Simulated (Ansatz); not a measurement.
# Li2SnCl6: complex band structure, part 2 of 3

A new crystal, Li2SnCl6: structure, gap and complex bands. It is built by putting Li for K in the K2SnCl6 structure of space group Fm-3m, with the volume rescaled by atomic radii. The parent structure comes from the Materials Project.

Ansatz 0.2.0; r2SCAN DFT, plane waves, PAW files (the session's first sound run).

So far, gap on path (eV): step 3 (band edges) 2.85.

The structure was built from a prototype and need not be the compound's stable phase.

**4. Complex bands, plane (001), k-mesh 6×6×6**

This step: r2SCAN DFT, plane waves, PAW files; complex bands by layer matching along the plane's normal (Ansatz 0.2.0).

The same crystal is laid in a cell whose first two vectors span the (001) plane (indices of the standard conventional cell, whose axes can be ordered otherwise than in the bulk input). At fixed energy and wavevector in the plane the solver finds all kz, real and complex. A few wavevectors are listed, (0, 0) and (0.5, 0) in units of the plane's reciprocal vectors; the slowest state needn't be among them.

The input, input.yaml:

```yaml
crystal:
  lattice:
    - [6.920300721, 0.0, 0.0]
    - [0.0, 6.920300721, 0.0]
    - [3.460150361, 3.460150361, 4.893391568]
  atoms:
    - { symbol: Li, position: [0.75, 0.25, 0.5] }
    - { symbol: Li, position: [0.25, 0.75, 0.5] }
    - { symbol: Sn, position: [0.0, 0.0, 0.0] }
    - { symbol: Cl, position: [0.2482036455, 0.2482036455, 0.503592709] }
    - { symbol: Cl, position: [0.7517963545, 0.7517963545, 0.0] }
    - { symbol: Cl, position: [0.2482036455, 0.2482036455, 0.0] }
    - { symbol: Cl, position: [0.7517963545, 0.7517963545, 0.496407291] }
    - { symbol: Cl, position: [0.7517963545, 0.2482036455, 0.0] }
    - { symbol: Cl, position: [0.2482036455, 0.7517963545, 0.0] }
kpoints:
  mp_grid: { grid: [6, 6, 6] }
scf:
  occupations: { method: fixed }
hamiltonian:
  xc: r2scan
output:
  eigenvalues: true
  transmission:
    leads: [[0, 0]]
    kpoints: [[0.0, 0.0], [0.5, 0.0]]
    e_range: [-1.0, 3.85]
    de: 0.12
```

Command:

```bash
$ ansatz run input.yaml --threads 2 --pin off --max-ram 4096MiB --backend cpu --events-out ev --progress --plain --runs-dir out
```

Numbers of over 12 decimals in the logs are rounded to 6 here.

What it wrote:

```text
[...]
Crystal: 9 atoms, lattice volume = 234.347 Å³
Basis set: ecut = 500 eV, 5961 PW (Γ), exchange–correlation on 216×216×216 points (64 copies of the dense FFT grid, shifted against one another)
Bands: 40, of which v1, the nominal top of the filled ones, is band 31 counted from 1 (30 counted from 0)
Symmetry: 48 space group operations
[...]
k-points: 16 of 216
[...]
SCF iter   1: F=—  HF=-12962.055283 eV  |F-HF|=—  |Δ(HF+E_count)|=         —  Δρ=4.96e-3  dr2=3.71e-2  dr2_τ=3.49e-2  ethr=1.77e-3  ⟨swp⟩=4.7  Hψ=2482  notcnv=0  defer=102
[...]
SCF iter   7: F=-12962.107303 eV  HF=-12962.107303 eV  |F-HF|=2.66e-10  |Δ(HF+E_count)|=   7.35e-8  Δρ=2.14e-6  dr2=1.79e-8  dr2_τ=1.02e-9  ethr=1.61e-10  ⟨swp⟩=13.3  Hψ=3361  notcnv=0
SCF 1 converged in 7 iterations: F = -12962.107303 eV  dr2 = 1.79e-8
[...]
transmission: 7 of 14 steps passed
transmission: 14 of 14 steps passed
SCF converged after 7 iterations
Free energy (F): -12962.107303 eV
[...]
Internal energy: -12962.107303 eV  (E = F + TS)
E sigma→0 (E₀):  -12962.107303 eV
Fermi energy:    1.078844 eV
[...]
--- Band table (eV; the first three rows and the last of 16) ---
  k-point 0: bands = [... 27 lower, 0.4444, 1.0788, 1.0788, 1.0788, 3.9330, 5.8836, 6.6141, 8.4092, ... 5 higher]
  k-point 1: bands = [... 27 lower, 0.4204, 0.8932, 0.8932, 1.0759, 4.2810, 6.1934, 6.8486, 8.5772, ... 5 higher]
  k-point 2: bands = [... 27 lower, 0.4132, 0.4324, 0.4324, 1.0700, 4.9525, 6.9316, 7.4993, 8.6603, ... 5 higher]
  k-point 15: bands = [... 27 lower, 0.3663, 0.4488, 0.7128, 0.7271, 5.2249, 7.7600, 7.7835, 8.5093, ... 5 higher]
--- Transmission ---
  basis      : 497 plane waves across, 7 finite elements along
  points     : 2, as listed
  energies   : 41 from -1.000000 to 3.800000 eV about the Fermi level, 0.120000 eV apart; the leads are filled to 1.427058 eV, and channels, transmission and decay are at 1.400000 eV
  crystal 0  : Cl6Sn1Li2, at the sites [0, 0], period 4.8934 Å: whole cells are its period
    offset         : up to 0.0000 Å between an atom of the period and one for which it stands
    channels       : 0.000000e0 a spin
    conductance    : none, the energies end too early or step too widely for 300 K: set another output.transmission.e_range or a lower de, or, where they end at an eighth of basis.ecutwfc, a higher one
    slowest decay  : 0.3156 /Å at (0.0000, 0.0000)
```

Wall time 2.5 min (2 threads of Intel Xeon Platinum 8488C (Sapphire Rapids), shared host); peak memory 2.8 GiB; 4.9 min of CPU time.

Numbers from this step:

- free energy: -12962.1073 eV
- level to which the leads are filled: 1.427 eV from the Fermi level
- decay constant at the filling level, zone centre: 0.3156 Å⁻¹
- decay constant at the filling level, slowest listed point: 0.3156 Å⁻¹

K parallel (0, 0); values up to 1.5 1/Å, a degenerate pair printed once or twice; energies at which all values exceed this have no row. The Im kz of the slowest decaying states by energy, zero at the highest filled level on the SCF mesh:

```
energy (eV)  decay 1 (Å⁻¹)  decay 2 (Å⁻¹)  decay 3 (Å⁻¹)  decay 4 (Å⁻¹)
      -1.00          0.716          0.733          0.822          0.943
      -0.76          0.237          0.303          0.675          0.705
      -0.52          0.115          0.236          0.403          0.653
      -0.28          0.202          0.357          0.482          0.681
      -0.04          0.254          0.428          0.499          0.533
       0.20          0.213          0.290          0.479          0.569
       0.44          0.307          0.317          0.519          0.595
       0.68          0.337          0.372          0.552          0.614
       0.92          0.336          0.368          0.422          0.579
       1.16          0.326          0.400          0.462          0.592
       1.40          0.316          0.423          0.494          0.574
       1.64          0.302          0.443          0.521          0.555
       1.88          0.283          0.459          0.535          0.543
       2.12          0.257          0.476          0.511          0.561
       2.36          0.220          0.488          0.575          0.662
       2.60          0.164          0.482          0.587          0.661
       2.84         0.0403          0.474          0.595          0.659
       3.08          0.440          0.488          0.601          0.635
       3.32          0.411          0.494          0.605          0.608
       3.56          0.380          0.497          0.578          0.606
       3.80          0.346          0.497          0.546          0.605
```

K parallel (0.5, 0); values up to 1.5 1/Å, a degenerate pair printed once or twice; energies at which all values exceed this have no row. The Im kz of the slowest decaying states by energy, zero at the highest filled level on the SCF mesh:

| energy (eV) | decay 1 (Å⁻¹) | decay 2 (Å⁻¹) | decay 3 (Å⁻¹) | decay 4 (Å⁻¹) |
| --- | --- | --- | --- | --- |
| -1.00 | 0.0536 | 0.0672 | 0.608 | 0.782 |
| -0.76 | 0.124 | 0.611 | 0.815 | 0.840 |
| -0.64 | 0.115 | 0.606 | 0.725 | 0.828 |
| -0.40 | 0.0896 | 0.151 | 0.559 | 0.584 |
| -0.28 | 0.0877 | 0.168 | 0.212 | 0.394 |
| -0.04 | 0.245 | 0.296 | 0.473 | 0.838 |
| 0.20 | 0.312 | 0.357 | 0.540 | 0.860 |
| 0.32 | 0.337 | 0.382 | 0.565 | 0.844 |
| 0.56 | 0.375 | 0.423 | 0.604 | 0.818 |
| 0.68 | 0.391 | 0.440 | 0.621 | 0.807 |
| 0.92 | 0.418 | 0.468 | 0.634 | 0.663 |
| 1.16 | 0.440 | 0.489 | 0.662 | 0.681 |
| 1.28 | 0.449 | 0.497 | 0.681 | 0.752 |
| 1.52 | 0.467 | 0.508 | 0.699 | 0.730 |
| 1.64 | 0.476 | 0.511 | 0.706 | 0.720 |
| 1.88 | 0.496 | 0.509 | 0.698 | 0.720 |
| 2.12 | 0.508 | 0.676 | 0.733 | 0.831 |
| 2.24 | 0.510 | 0.665 | 0.738 | 0.825 |
| 2.48 | 0.512 | 0.642 | 0.748 | 0.812 |
| 2.60 | 0.511 | 0.629 | 0.753 | 0.804 |
| 2.84 | 0.509 | 0.603 | 0.762 | 0.789 |
| 3.08 | 0.503 | 0.573 | 0.771 | 0.772 |
| 3.20 | 0.498 | 0.556 | 0.763 | 0.776 |
| 3.44 | 0.486 | 0.515 | 0.744 | 0.787 |
| 3.56 | 0.479 | 0.487 | 0.734 | 0.793 |
| 3.80 | 0.361 | 0.461 | 0.712 | 0.809 |

At the listed wavevectors the last open channel is at -0.04 eV and the next at +2.96 eV on the grid. At +1.40 eV, the grid energy nearest the filling level (the middle of the gap on the SCF mesh), the slowest state at the listed wavevectors decays with κ = 0.316 Å⁻¹, its amplitude falling by e over 3.2 Å. Through 1 nm of this crystal that state's transmission falls by exp(−2 × 0.316 Å⁻¹ × 10 Å) = 0.0018.

**5. Decay over the two-dimensional zone**

The listed points could miss the slowest state, so one energy near mid-gap is solved on a mesh of 8×8.

input.yaml: that of step 4 with these lines changed.

```diff
@@ -23,6 +23,2 @@
   eigenvalues: true
-  transmission:
-    leads: [[0, 0]]
-    kpoints: [[0.0, 0.0], [0.5, 0.0]]
-    e_range: [-1.0, 3.85]
-    de: 0.12
+  transmission: { leads: [[0, 0]], kmesh: [8, 8], e_range: [1.43, 1.44], de: 0.05 }
```

What it wrote:

```text
[...]
Crystal: 9 atoms, lattice volume = 234.347 Å³
Basis set: ecut = 500 eV, 5961 PW (Γ), exchange–correlation on 216×216×216 points (64 copies of the dense FFT grid, shifted against one another)
Bands: 40, of which v1, the nominal top of the filled ones, is band 31 counted from 1 (30 counted from 0)
Symmetry: 48 space group operations
[...]
k-points: 16 of 216
[...]
SCF iter   1: F=—  HF=-12962.055283 eV  |F-HF|=—  |Δ(HF+E_count)|=         —  Δρ=4.96e-3  dr2=3.71e-2  dr2_τ=3.49e-2  ethr=1.77e-3  ⟨swp⟩=4.7  Hψ=2482  notcnv=0  defer=102
[...]
SCF iter   7: F=-12962.107303 eV  HF=-12962.107303 eV  |F-HF|=2.66e-10  |Δ(HF+E_count)|=   7.35e-8  Δρ=2.14e-6  dr2=1.79e-8  dr2_τ=1.02e-9  ethr=1.61e-10  ⟨swp⟩=13.3  Hψ=3361  notcnv=0
SCF 1 converged in 7 iterations: F = -12962.107303 eV  dr2 = 1.79e-8
[...]
transmission: 28 of 105 steps passed
transmission: 56 of 105 steps passed
transmission: 84 of 105 steps passed
transmission: 105 of 105 steps passed
SCF converged after 7 iterations
Free energy (F): -12962.107303 eV
[...]
Internal energy: -12962.107303 eV  (E = F + TS)
E sigma→0 (E₀):  -12962.107303 eV
Fermi energy:    1.078844 eV
[...]
--- Band table (eV; the first three rows and the last of 16) ---
  k-point 0: bands = [... 27 lower, 0.4444, 1.0788, 1.0788, 1.0788, 3.9330, 5.8836, 6.6141, 8.4092, ... 5 higher]
  k-point 1: bands = [... 27 lower, 0.4204, 0.8932, 0.8932, 1.0759, 4.2810, 6.1934, 6.8486, 8.5772, ... 5 higher]
  k-point 2: bands = [... 27 lower, 0.4132, 0.4324, 0.4324, 1.0700, 4.9525, 6.9316, 7.4993, 8.6603, ... 5 higher]
  k-point 15: bands = [... 27 lower, 0.3663, 0.4488, 0.7128, 0.7271, 5.2249, 7.7600, 7.7835, 8.5093, ... 5 higher]
--- Transmission ---
  basis      : 497 plane waves across, 7 finite elements along
  points     : 15, standing for a mesh of 8 x 8
  energies   : 1 from 1.430000 to 1.430000 eV about the Fermi level; the leads are filled to 1.427058 eV, and channels, transmission and decay are at 1.430000 eV
  crystal 0  : Cl6Sn1Li2, at the sites [0, 0], period 4.8934 Å: whole cells are its period
[...]
channels       : 0.000000e0 a spin
    conductance    : none, crystal 0 has no channel at the energies, or these end too early or step too widely for 300 K: set another output.transmission.e_range or a lower de, or, where they end at an eighth of basis.ecutwfc, a higher one
    slowest decay  : 0.3141 /Å at (0.0000, 0.0000)
```

The job ended after 2.5 min (2 threads; peak memory 2.8 GiB; 4.9 min of CPU time).

Numbers from this step:

```yaml
least_decay_constant_on_the_mesh: 0.3141 Å⁻¹
```

Slowest decay constant (1/Å; 0 where a channel is open) over k1 and k2. At 1.4300 eV from the Fermi level.

Values, 8 rows by 8 columns:
```
0.581 0.526 0.561 0.499 0.459 0.499 0.561 0.526
0.571 0.561 0.516 0.493 0.459 0.493 0.516 0.561
0.504 0.499 0.493 0.390 0.352 0.390 0.493 0.499
0.461 0.459 0.459 0.352 0.314 0.352 0.459 0.459
0.504 0.499 0.493 0.390 0.352 0.390 0.493 0.499
0.571 0.561 0.516 0.493 0.459 0.493 0.516 0.561
0.581 0.526 0.561 0.499 0.459 0.499 0.561 0.526
0.529 0.581 0.571 0.504 0.461 0.504 0.571 0.581
```
Columns: k1 (b1) from -0.5 to 0.375; rows upwards: k2 (b2) from -0.5 to 0.375.

The least value on the mesh is 0.314 Å⁻¹ at +1.43 eV. At that energy the listed points give about 0.314 Å⁻¹ by interpolation, so the mesh holds no clearly slower state.

**6. Decaying states in the gap, plane (111), k-mesh 4×4×4**

The same for the (111) plane, at (0, 0) and (0.5, 0), to see how the decay depends on direction.

The input, input.yaml:

```yaml
crystal:
  lattice:
    - [6.920300721, 0.0, 0.0]
    - [3.460150361, 5.993156226, 0.0]
    - [3.460150361, 1.997718742, 5.650401878]
  atoms:
    - { symbol: Li, position: [0.25, 0.25, 0.25] }
    - { symbol: Li, position: [0.75, 0.75, 0.75] }
    - { symbol: Sn, position: [0.0, 0.0, 0.0] }
    - { symbol: Cl, position: [0.2482036455, 0.7517963545, 0.7517963545] }
    - { symbol: Cl, position: [0.7517963545, 0.2482036455, 0.7517963545] }
    - { symbol: Cl, position: [0.2482036455, 0.7517963545, 0.2482036455] }
    - { symbol: Cl, position: [0.7517963545, 0.2482036455, 0.2482036455] }
    - { symbol: Cl, position: [0.2482036455, 0.2482036455, 0.7517963545] }
    - { symbol: Cl, position: [0.7517963545, 0.7517963545, 0.2482036455] }
kpoints:
  mp_grid: { grid: [4, 4, 4] }
scf:
  occupations: { method: fixed }
hamiltonian:
  xc: r2scan
output:
  eigenvalues: true
  transmission:
    leads: [[0, 0]]
    kpoints: [[0.0, 0.0], [0.5, 0.0]]
    e_range: [-1.0, 3.85]
    de: 0.1
```

What it wrote:

```text
[...]
Crystal: 9 atoms, lattice volume = 234.347 Å³
Basis set: ecut = 500 eV, 5961 PW (Γ), exchange–correlation on 216×216×216 points (64 copies of the dense FFT grid, shifted against one another)
Bands: 40, of which v1, the nominal top of the filled ones, is band 31 counted from 1 (30 counted from 0)
Symmetry: 48 space group operations
[...]
k-points: 8 of 64
[...]
SCF iter   1: F=—  HF=-12962.055389 eV  |F-HF|=—  |Δ(HF+E_count)|=         —  Δρ=4.98e-3  dr2=3.70e-2  dr2_τ=3.49e-2  ethr=1.77e-3  ⟨swp⟩=4.2  Hψ=1255  notcnv=0  defer=52
[...]
SCF iter   7: F=-12962.107185 eV  HF=-12962.107185 eV  |F-HF|=1.09e-9  |Δ(HF+E_count)|=   9.43e-8  Δρ=2.22e-6  dr2=1.98e-8  dr2_τ=9.70e-10  ethr=1.61e-10  ⟨swp⟩=13.2  Hψ=1615  notcnv=0
SCF 1 converged in 7 iterations: F = -12962.107185 eV  dr2 = 1.98e-8
[...]
transmission: 8 of 16 steps passed
transmission: 16 of 16 steps passed
SCF converged after 7 iterations
Free energy (F): -12962.107185 eV
[...]
Internal energy: -12962.107185 eV  (E = F + TS)
E sigma→0 (E₀):  -12962.107185 eV
Fermi energy:    1.078872 eV
[...]
--- Band table (eV; the first three rows and the last of 8) ---
  k-point 0: bands = [... 27 lower, 0.4444, 1.0789, 1.0789, 1.0789, 3.9330, 5.8836, 6.6141, 8.4092, ... 5 higher]
  k-point 1: bands = [... 27 lower, 0.5078, 0.9050, 0.9050, 0.9455, 4.4476, 6.3903, 6.9961, 8.1937, ... 5 higher]
  k-point 2: bands = [... 27 lower, 0.5616, 0.7118, 0.7708, 0.7708, 4.9731, 7.3948, 7.4436, 7.8839, ... 5 higher]
  k-point 7: bands = [... 27 lower, 0.2428, 0.4145, 0.7056, 0.7056, 5.3097, 8.0116, 8.0116, 8.3469, ... 5 higher]
--- Transmission ---
  basis      : 433 plane waves across, 8 finite elements along
  points     : 2, as listed
[...]
crystal 0  : Li2Cl6Sn1, at the sites [0, 0], period 5.6504 Å: whole cells are its period
[...]
channels       : 0.000000e0 a spin
[...]
slowest decay  : 0.2927 /Å at (0.0000, 0.0000)
```

The job ended after 1.8 min (2 threads; peak memory 2.2 GiB; 3.6 min of CPU time).

This step gave:

| Property | Result |
| --- | --- |
| free energy | -12962.1072 eV |
| decay constant at the filling level, zone centre | 0.2927 Å⁻¹ |
| decay constant at the filling level, slowest listed point | 0.2927 Å⁻¹ |

K parallel (0, 0); values up to 1.5 1/Å, a degenerate pair printed once or twice; energies at which all values exceed this have no row. Im kz of the slowest decaying states against energy, zero at the highest filled level on the SCF mesh:

| energy (eV) | decay 1 (Å⁻¹) | decay 2 (Å⁻¹) | decay 3 (Å⁻¹) | decay 4 (Å⁻¹) |
| --- | --- | --- | --- | --- |
| -1.00 | 0.319 | 0.634 | 0.684 | 0.911 |
| -0.80 | 0.150 | 0.421 | 0.685 | 0.906 |
| -0.50 | 0.0605 | 0.106 | 0.120 | 0.239 |
| -0.30 | 0.181 | 0.363 | 0.680 | 0.888 |
| 0.00 | 0.006 | 0.00709 | 0.234 | 0.404 |
| 0.20 | 0.215 | 0.256 | 0.310 | 0.436 |
| 0.40 | 0.273 | 0.278 | 0.419 | 0.464 |
| 0.70 | 0.288 | 0.335 | 0.499 | 0.522 |
| 0.90 | 0.294 | 0.361 | 0.519 | 0.572 |
| 1.20 | 0.296 | 0.391 | 0.544 | 0.613 |
| 1.40 | 0.293 | 0.407 | 0.558 | 0.599 |
| 1.60 | 0.286 | 0.420 | 0.571 | 0.584 |
| 1.90 | 0.268 | 0.436 | 0.559 | 0.586 |
| 2.10 | 0.250 | 0.444 | 0.542 | 0.595 |
| 2.40 | 0.207 | 0.453 | 0.514 | 0.605 |
| 2.60 | 0.162 | 0.457 | 0.494 | 0.611 |
| 2.80 | 0.0782 | 0.46 | 0.474 | 0.616 |
| 3.10 | 0.440 | 0.462 | 0.621 | 0.631 |
| 3.30 | 0.417 | 0.462 | 0.608 | 0.624 |
| 3.60 | 0.378 | 0.460 | 0.570 | 0.626 |
| 3.80 | 0.348 | 0.458 | 0.543 | 0.627 |

K parallel (0.5, 0); values up to 1.5 1/Å, a degenerate pair printed once or twice; energies at which all values exceed this have no row. Table of Im kz of the slowest decaying states by energy, zero at the highest filled level on the SCF mesh:

```csv
energy (eV),decay 1 (Å⁻¹),decay 2 (Å⁻¹),decay 3 (Å⁻¹),decay 4 (Å⁻¹)
-1.00,0.0342,0.0687,0.621,0.706
-0.80,0.0998,0.474,0.664,1.08
-0.50,0.0575,0.0728,0.112,0.213
-0.30,0.0371,0.0846,0.195,0.262
0.00,0.0680,0.212,0.283,0.304
0.20,0.257,0.262,0.321,0.371
0.40,0.300,0.331,0.349,0.421
0.70,0.343,0.379,0.398,0.467
0.90,0.367,0.393,0.429,0.486
1.20,0.401,0.465,0.508,0.545
1.40,0.412,0.483,0.521,0.565
1.60,0.421,0.499,0.531,0.582
1.90,0.429,0.518,0.543,0.604
2.10,0.432,0.528,0.549,0.616
2.40,0.433,0.540,0.556,0.631
2.60,0.430,0.546,0.559,0.639
2.80,0.425,0.551,0.560,0.646
3.10,0.410,0.557,0.561,0.656
3.30,0.394,0.559,0.560,0.652
3.60,0.297,0.408,0.556,0.560
3.80,0.182,0.408,0.552,0.560
```

At the listed wavevectors the last open channel is at -0.10 eV and the next at +2.90 eV on the grid. At +1.40 eV, the grid energy nearest the filling level (the middle of the gap on the SCF mesh), the slowest state at the listed wavevectors decays with κ = 0.293 Å⁻¹, its amplitude falling by e over 3.4 Å; the first such run, plane (001), gave 0.316 Å⁻¹.

(Continued in part 3 of 3.)

[Logs are printed without paths, hosts, clocks, repeated set-up lines and the standing remarks that a program may print on its own settings, such as how far it seeks lower states.]

[Hosts, paths, dates, database ids (printed as entryN), source tags and the programs' standing remarks are cut or masked in the printed files.]
